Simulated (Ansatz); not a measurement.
Rows from a G0W0 calculation on Cs2HgSe2 (Pbam) (Ansatz 0.2.0; G0W0 on PBE, plane waves, PAW; 2×2×4 mesh, 420 empty bands, screening to 60 eV, hard PAW files), in eV. Spin-orbit coupling is left out.

```
row      Σx     Σc     Vxc     Z
  A   -5.10  -3.03   -8.55  0.81
  B   -9.41  -2.79  -12.86  0.81
  C   -7.68  -2.89  -11.18  0.80
  D  -17.58   2.27  -14.60  0.76
  E  -17.60   2.25  -14.65  0.76
  F  -17.42   2.26  -14.45  0.76
```

Question: Which rows are filled states and which are empty ones, and how can one tell?

Filled: D, E and F. Empty: A, B and C. The sign of Σc tells: for a filled state bare exchange, which holds its interaction with itself, lies below Vxc (Σx − Vxc is -2.9 eV or lower here) and screening gives part back as a positive Σc. For an empty state Σx lies above Vxc (+3.4 eV or more) and the Coulomb hole leaves Σc negative.

[Paths, hosts, dates, memory and timing lines, banners, echoed tables and standing remarks are left out of the program output.]

[Logs are printed without paths, hosts, clocks, repeated set-up lines and the standing remarks that a program may print on its own settings, such as how far it seeks lower states.]

[Runs of the session that timed out or met a known fault of the program may be left out.]

[Cells called generated may have been cut or substituted from an entry of the Crystallography Open Database or the Materials Project.]

[Hosts, paths, dates, database ids (printed as entryN), source tags and the programs' standing remarks are cut or masked in the printed files.]
